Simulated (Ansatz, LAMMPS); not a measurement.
# Amorphous 62TiO2-38Al2O3 (mol %) (90 atoms): geometry optimisation, part 4 of 4

Wanted: the relaxed structure of amorphous 62TiO2-38Al2O3 (mol %) (90 atoms) and its electronic structure.

Ansatz 0.2.0; Kohn-Sham DFT, PBE, PAW (set soft_2), plane waves.

The cell: 15 Ti, 18 Al and 57 O. The quench rate of 50 K/ps is orders of magnitude faster than experiment. The network of bonds at the start is that of the classical potential that made the cell. Only the Γ point is sampled in the main run, in a cell whose shortest periodic width is 10 Å.

So far. Step 4 (Cell and atoms relaxed): The relaxation changed the energy by -33.5 meV/atom, and atoms moved by 0.14 Å r.m.s., 0.45 Å at most. Step 7 (K-mesh 2×2×2): Forces differ from those of the single point at the relaxed geometry by 11 meV/Å r.m.s.; the energy by -0.94 meV/atom and the gap by -0.028 eV. It took 2 min and 12 cycles; the reference's time can't be set against it, since the two runs asked for unlike analyses.

## 8. Functional HSE06

HSE06 mixes in a quarter of exact exchange at short range, which counters self-interaction, at a higher cost.

This step: Kohn-Sham DFT, HSE06, PAW (set soft_2), plane waves (Ansatz 0.2.0).

Input file input.yaml:

```yaml
crystal:
  lattice:
    - [10.31095, 0.05218, 0.06265]
    - [0.05218, 10.15326, 0.03907]
    - [0.06265, 0.03907, 10.27746]
  atoms:
    [... the 90 atom lines of step 6 ...]
kpoints:
  mp_grid: { grid: [1, 1, 1] }
hamiltonian:
  xc: hse06
scf:
  occupations: { method: fermi_dirac, width: 0.025 }
output:
  forces: true
  stress: true
  populations: true
  dos:
    method: { smearing: { sigma: 0.08 } }
    de: 0.05
    projected: { site_lists: { Al: [Al], O: [O], Ti: [Ti] } }
  eigenvalues: true
```

Launch:

```
ansatz run input.yaml --threads 4 --pin off --max-ram 8192MiB --backend cpu --events-out ev --progress --plain --runs-dir out
```

Numbers of over 12 decimals in the logs are rounded to 6 here.

Log:

```text
Warning: output.stress: scf.convergence.dr2_threshold = 1e-7 eV (the SCF's general default) is looser than the 1.6e-9 eV advised for a printed stress (1e-10 eV for each atom of the cell: 90, of which 16 are counted). What an SCF threshold leaves in a stress goes as its square root, and in the free energy as the threshold itself, and one threshold admits the most on a small cell: [...]
Warning: output.stress: scf.exx.energy_threshold = 1e-6 eV is looser than the 1.6e-7 eV advised for a stress under a hybrid functional (1e-8 eV for each atom of the cell: 90, of which 16 are counted). Every SCF of the exchange loop can meet its threshold on dr2 while the loop round them stops early: [...]
exact exchange: scf.exx.singularity resolves to wigner_seitz, which cuts the screened interaction at the faces of the exchange supercell's Wigner-Seitz cell, so that each pair interacts once, at the shortest of its separations (the periodic images that this leaves out come, [...]
[...]
Crystal: 90 atoms, lattice volume = 1075.861 Å³
Basis set: ecut = 420 eV, 20995 PW (Γ), exchange–correlation on 144×144×144 points (8 copies of the dense FFT grid, shifted against one another)
Bands: 378, of which v1, the nominal top of the filled ones, is band 288 counted from 1 (287 counted from 0)
Symmetry: 1 space group operations
[...]
k-points: 1
[...]
SCF iter   1: F=—  HF=-79633.695691 eV  |F-HF|=—  |Δ(HF+E_count)|=         —  Δρ=4.13e-3  dr2=2.10e-1  ethr=1.77e-3  ⟨swp⟩=6.0  Hψ=1663  notcnv=0
[...]
SCF iter   5: F=—  HF=-79633.716040 eV  |F-HF|=—  |Δ(HF+E_count)|=   3.91e-5  Δρ=4.57e-4  dr2=2.01e-3  ethr=1.90e-6  ⟨swp⟩=5.0  Hψ=702  notcnv=0  defer=4
SCF iter   6: F=-79633.716081 eV  HF=-79633.716119 eV  |F-HF|=3.81e-5  |Δ(HF+E_count)|=   7.93e-5  Δρ=1.73e-4  dr2=2.37e-4  ethr=3.50e-7  ⟨swp⟩=4.0  Hψ=752  notcnv=0  defer=4
SCF 1 stopped early in 6 iterations: F = -79633.716081 eV  dr2 = 2.37e-4
[...]
Exchange kernel: α = 0.2500, screened, ω = 0.2079 Å⁻¹, Wigner–Seitz truncation, v(0) = 917.4006 eV·Å³, q-mesh 1×1×1, nearest image of the exchange supercell L = 10.15 Å, pair-density grid 54×48×54, without the augmentation charges, whose exchange is taken in its separable form (sized by the pseudopotential files, [...]
Frozen-core exchange: fock
SCF iter   1: F=—  HF=-79628.024464 eV  |F-HF|=—  |Δ(HF+E_count)|=         —  Δρ=2.61e-2  dr2=1.15e1  ethr=4.12e-7  ⟨swp⟩=17.0  Hψ=2142  notcnv=0
[...]
SCF iter  10: F=—  HF=-79625.651361 eV  |F-HF|=—  |Δ(HF+E_count)|=   4.71e-4  Δρ=1.81e-4  dr2=4.57e-4  ethr=1.60e-8  ⟨swp⟩=6.0  Hψ=926  notcnv=0  defer=4
SCF iter  11: F=-79625.651267 eV  HF=-79625.651278 eV  |F-HF|=1.04e-5  |Δ(HF+E_count)|=   8.38e-5  Δρ=3.65e-5  dr2=3.29e-5  ethr=1.60e-8  ⟨swp⟩=5.0  Hψ=856  notcnv=0
SCF 2 stopped early in 11 iterations: F = -79625.651267 eV  dr2 = 3.29e-5
  Residual-converged pass: ⟨swp⟩=4.0  Hψ=965  notcnv=0  max |occ|·‖R‖ = 6.1e-6 eV (tolerance 6.7e-6 eV)  dr2=3.28e-5  dr2_onsite=1.49e-6  max |Δocc| = 0.0e0
hybrid outer 1: dexx = +3.997e-1 eV, tail = 6.28e-4 eV
[...]
Frozen-core exchange: fock
SCF iter   1: F=—  HF=-79625.641863 eV  |F-HF|=—  |Δ(HF+E_count)|=         —  Δρ=5.31e-5  dr2=1.88e-5  ethr=5.45e-7  ⟨swp⟩=20.0  Hψ=959  notcnv=0
[...]
SCF iter   6: F=—  HF=-79625.641877 eV  |F-HF|=—  |Δ(HF+E_count)|=   1.60e-7  Δρ=2.68e-6  dr2=1.35e-7  ethr=1.50e-10  ⟨swp⟩=3.0  Hψ=674  notcnv=0  defer=4
SCF iter   7: F=-79625.641877 eV  HF=-79625.641877 eV  |F-HF|=3.41e-9  |Δ(HF+E_count)|=   2.21e-8  Δρ=6.17e-7  dr2=1.19e-8  ethr=2.04e-11  ⟨swp⟩=6.0  Hψ=762  notcnv=0  defer=4
SCF 3 converged in 7 iterations: F = -79625.641877 eV  dr2 = 1.19e-8
[...]
hybrid outer 2: dexx = +1.431e-5 eV, tail = 1.44e-7 eV, Δε = 1.98e-3 eV (about 3.15e-5 eV left of the loop's levels), ΔF = 1.53e-2 eV/Å (tail 1.48e-3)
[...]
Frozen-core exchange: fock
SCF iter   1: F=—  HF=-79625.641876 eV  |F-HF|=—  |Δ(HF+E_count)|=         —  Δρ=2.17e-6  dr2=7.07e-8  ethr=1.25e-10  ⟨swp⟩=20.0  Hψ=1062  notcnv=4
[...]
SCF iter   2: F=-79625.641876 eV  HF=-79625.641876 eV  |F-HF|=2.55e-9  |Δ(HF+E_count)|=   1.64e-8  Δρ=5.88e-7  dr2=3.93e-9  ethr=1.16e-11  ⟨swp⟩=3.0  Hψ=668  notcnv=0
SCF 4 converged in 2 iterations: F = -79625.641876 eV  dr2 = 3.93e-9
[...]
hybrid SCF converged: 3 outer / 20 inner (+6 warm-up), last move |dexx| = 4.05e-9 eV, tail = 8.67e-9 eV
Stability not checked: this state was not tested for a lower state beside it, because the functional holds exact exchange (a hybrid, or Hartree-Fock), whose exchange loop this test does not read (fock_operator; see scf.lower_state_search)
Free energy (F): -79625.641876 eV
Frozen-core exchange: fock
[...]
Internal energy: -79625.641876 eV  (E = F + TS)
E sigma→0 (E₀):  -79625.641876 eV
Fermi energy:    6.630076 eV
[...]
Σ components = -79625.641876   (vs F -79625.641876, Δ=-1.46e-11)
--- Forces (eV/Å), atoms counted from 1 ---
  atom   1  Ti     0.02493146     0.04199480    -0.31553734
  atom   2  Ti    -0.03250293     0.18901251    -0.10691649
  atom   3  Ti    -0.20482213    -0.16165554    -0.37578893
  atom   4  Ti    -0.11416697    -0.09422191    -0.14025039
[...]
atom  90  O     -0.01935711    -0.02743229     0.02598510
  max |Σ_I F_I| component: 1.11e-4 eV/Å
--- Stress (GPa, compression-positive) ---
       -5.629355       0.036007      -0.005247
        0.036009      -5.958252       0.226889
       -0.005250       0.226884      -6.392934
  P = ⅓ Tr σ = -5.9935 GPa (-59.935 kbar)
--- Band table (eV) ---
[...]
--- Löwdin populations: 90 sites ---
  site symbol       q [e]
     0     Ti     10.4112
     1     Ti     10.3764
     2     Ti     10.4339
[...]
89      O      6.8847
  spilling = 0.005931 (of n_electrons = 576.000000)
```

Run time: 4 min. Hardware: 4 threads of AMD EPYC 7B13 (Zen 3), shared host; peak memory 3.6 GiB; 15 min of CPU time.

The program notes that the exchange threshold is loose for the stress and the SCF threshold is loose for the stress.

Geometry and reference: those of the single point at the relaxed geometry.

Forces differ from those of the single point at the relaxed geometry by 164 meV/Å r.m.s.; the pressure by -6.0 GPa and the gap by +1.6 eV. It took 4 min and 26 cycles; the reference's time can't be set against it, since the two runs asked for unlike analyses.

Read from the output:

| Property | Result |
| --- | --- |
| free energy | -79625.6419 eV |
| free energy per atom | -884.7294 eV/atom |
| SCF cycles | 26 |
| pressure | -5.994 GPa |
| r.m.s. force component | 0.1641 eV/Å |
| longest force | 0.7404 eV/Å |
| Fermi energy | 6.63 eV |
| gap (highest filled to lowest empty level) | 3.997 eV |
| spilling of the projection | 0.005931 |

Length of the force by element and coordination:

| element | coordination | atoms | mean length of the force (eV/Å) | spread | least | most |
| --- | --- | --- | --- | --- | --- | --- |
| Al | all | 18 | 0.104 | 0.0421 | 0.0348 | 0.197 |
| Al | 4 | 9 | 0.103 | 0.0561 | 0.0348 | 0.197 |
| Al | 5 | 7 | 0.109 | 0.0194 | 0.0838 | 0.141 |
| Al | 6 | 2 | 0.0864 | 0.0062 | 0.0802 | 0.0925 |
| O | all | 57 | 0.262 | 0.148 | 0.0404 | 0.740 |
| O | 2 | 14 | 0.409 | 0.143 | 0.146 | 0.740 |
| O | 3 | 42 | 0.213 | 0.115 | 0.0404 | 0.446 |
| O | 4 | 1 | 0.282 | 0 | 0.282 | 0.282 |
| Ti | all | 15 | 0.338 | 0.103 | 0.204 | 0.572 |
| Ti | 4 | 4 | 0.316 | 0.0765 | 0.204 | 0.420 |
| Ti | 5 | 7 | 0.327 | 0.0896 | 0.224 | 0.458 |
| Ti | 6 | 4 | 0.379 | 0.132 | 0.220 | 0.572 |

Löwdin charges by element and coordination (they lack the spilled electrons, 0.038 e an atom on average):

| element | coordination | atoms | mean charge (e) | spread | least | most |
| --- | --- | --- | --- | --- | --- | --- |
| Al | all | 18 | 1.33 | 0.0399 | 1.24 | 1.39 |
| Al | 4 | 9 | 1.35 | 0.0279 | 1.30 | 1.39 |
| Al | 5 | 7 | 1.31 | 0.0264 | 1.28 | 1.35 |
| Al | 6 | 2 | 1.26 | 0.0179 | 1.24 | 1.27 |
| O | all | 57 | -0.775 | 0.0767 | -0.888 | -0.600 |
| O | 2 | 14 | -0.680 | 0.0423 | -0.736 | -0.600 |
| O | 3 | 42 | -0.806 | 0.0583 | -0.888 | -0.699 |
| O | 4 | 1 | -0.800 | 0 | -0.800 | -0.800 |
| Ti | all | 15 | 1.58 | 0.0249 | 1.53 | 1.62 |
| Ti | 4 | 4 | 1.57 | 0.012 | 1.56 | 1.59 |
| Ti | 5 | 7 | 1.58 | 0.0292 | 1.53 | 1.62 |
| Ti | 6 | 4 | 1.59 | 0.0213 | 1.57 | 1.62 |

States in the cell by windows of 1 eV, zero at the Fermi level; the larger projections on atomic orbitals stand beside the total:

| from (eV) | to (eV) | total | O p | Ti d |
| --- | --- | --- | --- | --- |
| -18 | -10 | 0.0 | 0.0 | 0.0 |
| -10 | -9 | 0.1 | 0.1 | 0.0 |
| -9 | -8 | 17.6 | 13.1 | 0.7 |
| -8 | -7 | 29.1 | 21.8 | 2.3 |
| -7 | -6 | 64.1 | 48.7 | 8.6 |
| -6 | -5 | 67.1 | 54.7 | 7.4 |
| -5 | -4 | 66.6 | 58.3 | 4.9 |
| -4 | -3 | 69.3 | 63.5 | 3.5 |
| -3 | -2 | 27.4 | 26.0 | 0.8 |
| -2 | -1 | 0.7 | 0.7 | 0.0 |
| -1 | 1 | 0.0 | 0.0 | 0.0 |
| 1 | 2 | 1.6 | 0.1 | 1.4 |
| 2 | 3 | 36.1 | 3.7 | 30.7 |
| 3 | 4 | 46.5 | 6.8 | 35.5 |
| 4 | 5 | 38.1 | 7.2 | 25.6 |

Between -26 and -18 eV lie 114 more states.

The stored curve holds about 456 of the 576 electrons; the rest, give or take the few that broadening carries across the Fermi level, lie in deeper levels below its range.

The levels nearest the highest filled one (over half full), pooled over k-points and spins:

| level less the highest filled one (eV) | occupation |
| --- | --- |
| -0.632 | 2 |
| -0.540 | 2 |
| -0.497 | 2 |
| -0.484 | 2 |
| -0.261 | 2 |
| 0 | 2 |
| 4.00 | 0 |
| 4.08 | 0 |
| 4.17 | 0 |
| 4.24 | 0 |
| 4.27 | 0 |
| 4.34 | 0 |

## 9. Functional r2SCAN (500 eV)

The meta-GGA r2SCAN uses the kinetic energy density as well as the density and its gradient. Besides, the cutoff goes from 420 to 500 eV.

This step: Kohn-Sham DFT, r2SCAN, PAW (set soft_2), plane waves (Ansatz 0.2.0).

Changes to input.yaml since step 8:

```diff
@@ -10,3 +10,3 @@
 hamiltonian:
-  xc: hse06
+  xc: r2scan
 scf:
```

Log:

```text
[...]
Crystal: 90 atoms, lattice volume = 1075.861 Å³
Basis set: ecut = 500 eV, 27377 PW (Γ), exchange–correlation on 320×300×300 points (64 copies of the dense FFT grid, shifted against one another)
Bands: 378, of which v1, the nominal top of the filled ones, is band 288 counted from 1 (287 counted from 0)
Symmetry: 1 space group operations
[...]
k-points: 1
[...]
SCF iter   1: F=—  HF=-79836.721201 eV  |F-HF|=—  |Δ(HF+E_count)|=         —  Δρ=1.96e-2  dr2=5.36e0  dr2_τ=5.58e0  ethr=1.77e-3  ⟨swp⟩=6.0  Hψ=1438  notcnv=0  defer=61
[...]
SCF iter  11: F=—  HF=-79838.254102 eV  |F-HF|=—  |Δ(HF+E_count)|=   2.59e-7  Δρ=6.10e-6  dr2=4.25e-7  dr2_τ=5.27e-8  ethr=1.69e-10  ⟨swp⟩=2.0  Hψ=521  notcnv=0  defer=81
SCF iter  12: F=-79838.254102 eV  HF=-79838.254102 eV  |F-HF|=4.06e-9  |Δ(HF+E_count)|=   3.53e-8  Δρ=1.88e-6  dr2=4.62e-8  dr2_τ=3.65e-9  ethr=1.74e-11  ⟨swp⟩=10.0  Hψ=1794  notcnv=0
SCF 1 converged in 12 iterations: F = -79838.254102 eV  dr2 = 4.62e-8
[...]
SCF converged after 12 iterations
Free energy (F): -79838.254102 eV
[...]
Internal energy: -79838.254102 eV  (E = F + TS)
E sigma→0 (E₀):  -79838.254102 eV
Fermi energy:    6.751065 eV
[...]
Σ components = -79838.254102   (vs F -79838.254102, Δ=0.00e0)
--- Forces (eV/Å), atoms counted from 1 ---
  atom   1  Ti     0.00788089    -0.00774083    -0.10341877
  atom   2  Ti    -0.02455372     0.00644555     0.01970275
  atom   3  Ti    -0.04359105    -0.05977031    -0.11549158
  atom   4  Ti    -0.03284277    -0.03966527    -0.03938679
[...]
atom  90  O     -0.02311056     0.00375200     0.04209007
  max |Σ_I F_I| component: 8.21e-5 eV/Å
--- Stress (GPa, compression-positive) ---
       -4.629843       0.037929      -0.003196
        0.037929      -4.680097       0.087924
       -0.003228       0.087932      -4.887905
  P = ⅓ Tr σ = -4.7326 GPa (-47.326 kbar)
--- Band table (eV) ---
[...]
--- Löwdin populations: 90 sites ---
  site symbol       q [e]
     0     Ti     10.5015
     1     Ti     10.4683
     2     Ti     10.5272
[...]
89      O      6.8854
  spilling = 0.005578 (of n_electrons = 576.000000)
```

Wall time 32 s (4 threads); peak memory 3 GiB; 2.1 min of CPU time.

Geometry and reference: those of the single point at the relaxed geometry.

Forces differ from those of the single point at the relaxed geometry by 70 meV/Å r.m.s.; the pressure by -4.7 GPa and the gap by +0.33 eV. It took 32 s and 12 cycles; the reference's time can't be set against it, since the two runs asked for unlike analyses.

## 10. Functional PBEsol

PBEsol restores the gradient expansion of exchange for slowly varying densities and usually gives shorter bonds in solids than PBE.

This step: Kohn-Sham DFT, PBEsol, PAW (set soft_2), plane waves (Ansatz 0.2.0).

Changes to input.yaml since step 9:

```diff
@@ -10,3 +10,3 @@
 hamiltonian:
-  xc: r2scan
+  xc: pbesol
 scf:
```

Log:

```text
[...]
Crystal: 90 atoms, lattice volume = 1075.861 Å³
Basis set: ecut = 420 eV, 20995 PW (Γ), exchange–correlation on 144×144×144 points (8 copies of the dense FFT grid, shifted against one another)
Bands: 378, of which v1, the nominal top of the filled ones, is band 288 counted from 1 (287 counted from 0)
Symmetry: 1 space group operations
[...]
k-points: 1
[...]
SCF iter   1: F=—  HF=-78638.216109 eV  |F-HF|=—  |Δ(HF+E_count)|=         —  Δρ=1.48e-2  dr2=2.03e0  ethr=1.77e-3  ⟨swp⟩=6.0  Hψ=1450  notcnv=0  defer=61
[...]
SCF iter  12: F=—  HF=-78637.736957 eV  |F-HF|=—  |Δ(HF+E_count)|=   3.41e-7  Δρ=3.53e-6  dr2=1.61e-7  ethr=1.29e-10  ⟨swp⟩=2.0  Hψ=479  notcnv=0  defer=82
SCF iter  13: F=-78637.736957 eV  HF=-78637.736957 eV  |F-HF|=1.04e-8  |Δ(HF+E_count)|=   4.74e-8  Δρ=2.18e-6  dr2=6.51e-8  ethr=1.74e-11  ⟨swp⟩=12.0  Hψ=1766  notcnv=0
SCF 1 converged in 13 iterations: F = -78637.736957 eV  dr2 = 6.51e-8
[...]
SCF converged after 13 iterations
Free energy (F): -78637.736957 eV
[...]
Internal energy: -78637.736957 eV  (E = F + TS)
E sigma→0 (E₀):  -78637.736957 eV
Fermi energy:    6.811682 eV
[...]
Σ components = -78637.736957   (vs F -78637.736957, Δ=0.00e0)
--- Forces (eV/Å), atoms counted from 1 ---
  atom   1  Ti     0.00769523     0.01979994    -0.02579520
  atom   2  Ti    -0.05977685     0.04622698    -0.00100507
  atom   3  Ti    -0.07697837    -0.03273233    -0.07362954
  atom   4  Ti    -0.08709288     0.00177277     0.04812275
[...]
atom  90  O      0.03270307     0.01222999     0.01917651
  max |Σ_I F_I| component: 1.25e-4 eV/Å
--- Stress (GPa, compression-positive) ---
       -4.273509       0.064491       0.014195
        0.064493      -4.426934       0.027287
        0.014192       0.027283      -4.445165
  P = ⅓ Tr σ = -4.3819 GPa (-43.819 kbar)
--- Band table (eV) ---
[...]
--- Löwdin populations: 90 sites ---
  site symbol       q [e]
     0     Ti     10.6077
     1     Ti     10.5820
     2     Ti     10.6394
[...]
89      O      6.8325
  spilling = 0.005567 (of n_electrons = 576.000000)
```

Elapsed: 15 s, on 4 threads; peak memory 1.5 GiB.

Geometry and reference: those of the single point at the relaxed geometry.

Forces differ from those of the single point at the relaxed geometry by 67 meV/Å r.m.s.; the pressure by -4.4 GPa and the gap by -0.0083 eV.

## 11. Cost against change

Each row is set against the single point at the relaxed geometry (Kohn-Sham DFT, PBE, PAW (set soft_2), plane waves; r.m.s. force component 0.00509 eV/Å). Energies are set beside the reference only for runs with its functional, potentials and electron count. Times are for 4 threads of AMD EPYC 7B13 (Zen 3), shared host. The reference's time includes grids, which some other runs skip.

| run | Δ force, r.m.s. (meV/Å) | Δ energy (meV/atom) | Δ pressure (GPa) | Δ gap (eV) | cycles | time | host memory (GiB) |
| --- | --- | --- | --- | --- | --- | --- | --- |
| reference | - | - | - | - | 12 | 15 s | 1.5 |
| k-mesh 2×2×2 | 11.3 | -0.941 | 0.0023 | -0.0275 | 12 | 2 min | 6.3 |
| functional HSE06 | 164 | - | -5.99 | 1.62 | 26 | 4 min | 3.6 |
| functional r2SCAN (500 eV) | 69.8 | - | -4.73 | 0.327 | 12 | 32 s | 3.0 |
| functional PBEsol | 66.7 | - | -4.38 | -0.0083 | 13 | 15 s | 1.5 |

## 12. Results

```
energy change in the relaxation                  : -33.47 meV/atom
r.m.s. displacement                              : 0.145 Å
largest displacement                             : 0.445 Å
free energy per atom                             : -884.8181 eV/atom
pressure                                         : 0.001124 GPa
r.m.s. force component                           : 0.00509 eV/Å
gap (highest filled to lowest empty level) : 2.372 eV
wall time of the 7 DFT runs                      : 9 min
```

In words: Relaxation lowers the energy by 33.5 meV/atom and moves atoms by 0.14 Å r.m.s.; the r.m.s. force component goes from 0.61 to 0.0051 eV/Å. Displacements are taken in the final cell, so they leave out its strain. By the final cutoffs 0 of 154 bonded pairs parted and 4 joined. The cell grew by 1.5 % in volume. From the first step to the last the energy fell by 3.012 eV, across changes of basis, and the largest move was 0.44 Å (O34). The O-Ti bonds change most in mean length: from 1.904 Å (spread 0.135) to 1.948 Å (spread 0.178), and their number from 72 to 75. With the cutoffs above, 50 % of Al atoms have 4, 74 % of O atoms have 3 and 47 % of Ti atoms have 5 bonded neighbours. Counting bonds to Al alone, not to Ti, 21 % of the oxygens join two of these atoms and 40 % one; 21 % join three; 18 % join none. The highest filled and lowest empty levels differ by 2.37 eV (at Γ alone); a semilocal functional tends to put such gaps too low. In a disordered cell it changes from sample to sample, and tail or defect levels can set it.

Among the changes of functional, dispersion, potentials or spin set against this reference, functional HSE06 moves the forces most, by 164 meV/Å r.m.s. The gap changes by +1.62 eV with HSE06.

Caveats: The starting topology of bonds comes from the classical model; in DFT 0 of its 154 bonded pairs passed out of the cutoffs and 4 came within them.

[Logs are printed without paths, hosts, clocks, repeated set-up lines and the standing remarks that a program may print on its own settings, such as how far it seeks lower states.]

[Hosts, paths, dates, database ids (printed as entryN), source tags and the programs' standing remarks are cut or masked in the printed files.]
